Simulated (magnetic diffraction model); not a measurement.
## Which magnetic order? CaZnFe2S5

Space group P4/mmm (no. 123), a = 4.4520 Å, c = 8.9320 Å.

| site | atom | x | y | z |
| --- | --- | --- | --- | --- |
| 1a | Zn | 0 | 0 | 0 |
| 2h | Fe | 1/2 | 1/2 | 0.7379 |
| 1b | Ca | 0 | 0 | 1/2 |
| 1c | S | 1/2 | 1/2 | 0 |
| 4i | S | 0 | 1/2 | 0.2980 |

The compound is invented for this exercise: a known structure type with other elements, its cell scaled to their sizes and not relaxed.

Only Fe is taken to order (form factors of Fe3+); orders and moment sizes are assumed, and not adapted to the symmetry. Radiation: neutrons of λ = 2.52 Å, 3° to 100°; isotropic B of 0.36 Å² (Zn), 0.38 Å² (Fe), 0.38 Å² (Ca) and 0.42 Å² (S). Simulated constant-wavelength pattern: nuclear and magnetic terms add, the magnetic one as |2.695 fm × Σ f S⊥ exp(2πi Q·r) exp(−B s²)|², summed over all Q at one angle with the factor 1/(sin²θ cos θ). For a modulated order the moment at position r is S exp(−2πi k·r) + c.c., with S = m/2 for a sine wave of amplitude m and S = m(u + iv)/2 for moments turning in a plane, u and v being orthogonal unit vectors in it; the phase factor of the sum at Q = H + k is then exp(2πi H·r). Free-ion form factors, Sears's scattering lengths of 1992, no absorption; a label names one of the reflections at its angle. The strongest nuclear line in the range is 100, and lines under 0.2 are left out.

Above the ordering temperature:

```csv
2θ (°),index,I
16.22,(0 0 1),0.3
32.77,(0 0 2),15.5
32.88,(1 0 0),18.1
47.11,(1 0 2),100.0
47.19,(1 1 0),31.2
50.07,(0 0 3),9.5
50.22,(1 1 1),4.3
58.64,(1 1 2),1.5
61.21,(1 0 3),3.5
68.70,(0 0 4),24.8
68.95,(2 0 0),74.8
78.29,(1 0 4),7.4
78.46,(2 0 2),14.7
78.52,(2 1 0),8.6
87.55,(1 1 4),43.9
87.72,(2 1 2),81.5
89.71,(0 0 5),3.0
89.94,(2 0 3),16.8
98.93,(1 0 5),1.4
99.16,(2 1 3),4.0
```

Below it (cell unchanged):

```
2θ (°)      I
 16.22    0.3
 19.54   63.3
 27.25   24.9
 32.77   15.5
 32.88   18.1
 34.61    0.5
 38.54   19.7
 39.68    0.3
 43.21   14.5
 47.11  100.0
 47.19   31.2
 47.52    5.6
 48.49    0.3
 50.07    9.5
 50.22    4.3
 51.39    7.6
 52.45    0.2
 55.21    6.0
 58.64    1.5
 58.99    9.3
 61.21    3.5
 62.37    7.8
 65.77    6.5
 68.70   24.8
 68.95   74.8
 69.08    2.8
 69.21    3.9
 69.79    0.3
 72.45    3.5
 73.02    0.3
 75.63    3.0
 78.29    7.4
 78.46   14.7
 78.52    8.6
 78.65    5.4
 79.33    0.4
```
(The table stops after 36 lines; 18 more lie at higher angle.)

**Question.** Check that the new lines index with k = (1/3 0 0), then choose among these models:
A. a sine wave with moments along [001] (amplitudes given), 3.83 μB on Fe; signs + at (1/2, 1/2, 0.7379), − at (1/2, 1/2, 0.2621)
B. moments turning in the plane of [010] and [001], 3.83 μB on Fe; signs + at (1/2, 1/2, 0.7379), − at (1/2, 1/2, 0.2621)
C. moments turning in the plane of [001] and [100], 3.83 μB on Fe; signs + at (1/2, 1/2, 0.7379), − at (1/2, 1/2, 0.2621)
D. moments turning in the plane of [100] and [010], 3.83 μB on Fe; signs + at (1/2, 1/2, 0.7379), − at (1/2, 1/2, 0.2621)

The new lines index as (1/3 0 1) at 19.54°, (2/3 0 1) at 27.25°, (1/3 0 2) at 34.61° and (1/3 1 1) at 38.54°, that is as H ± k with k = (1/3 0 0), one of 2 inequivalent arms of its star (k and −k counted as one), which a powder can't tell apart. Satellites come in pairs about each point of the reciprocal lattice.

Magnetic intensity, observed (below minus above) and for each model:

| 2θ (°) | index | observed | A | B | C | D |
| --- | --- | --- | --- | --- | --- | --- |
| 19.54 | (1/3 0 1) | 63.3 | 11.6 | 49.0 | 37.4 | 63.3 |
| 27.25 | (2/3 0 1) | 24.9 | 11.7 | 30.1 | 18.3 | 24.9 |
| 38.54 | (1/3 1 1) | 19.7 | 13.6 | 18.0 | 28.9 | 19.7 |
| 43.21 | (2/3 1 1) | 14.5 | 10.8 | 16.0 | 20.1 | 14.5 |
| 51.39 | (1/3 0 3) | 7.6 | <0.2 | 4.1 | 3.9 | 7.6 |
| 55.21 | (2/3 0 3) | 6.0 | 0.5 | 3.8 | 3.2 | 6.0 |
| 58.99 | (5/3 0 1) | 9.3 | 7.9 | 14.6 | 10.5 | 9.3 |
| 62.37 | (1/3 1 3) | 7.8 | 1.6 | 4.9 | 6.1 | 7.8 |

Model D matches.

The structure used: k = (1/3 0 0), moments turning in the plane of [100] and [010], 3.83 μB on Fe; signs + at (1/2, 1/2, 0.7379), − at (1/2, 1/2, 0.2621).

[Logs are printed without paths, hosts, clocks, repeated set-up lines and the standing remarks that a program may print on its own settings, such as how far it seeks lower states.]
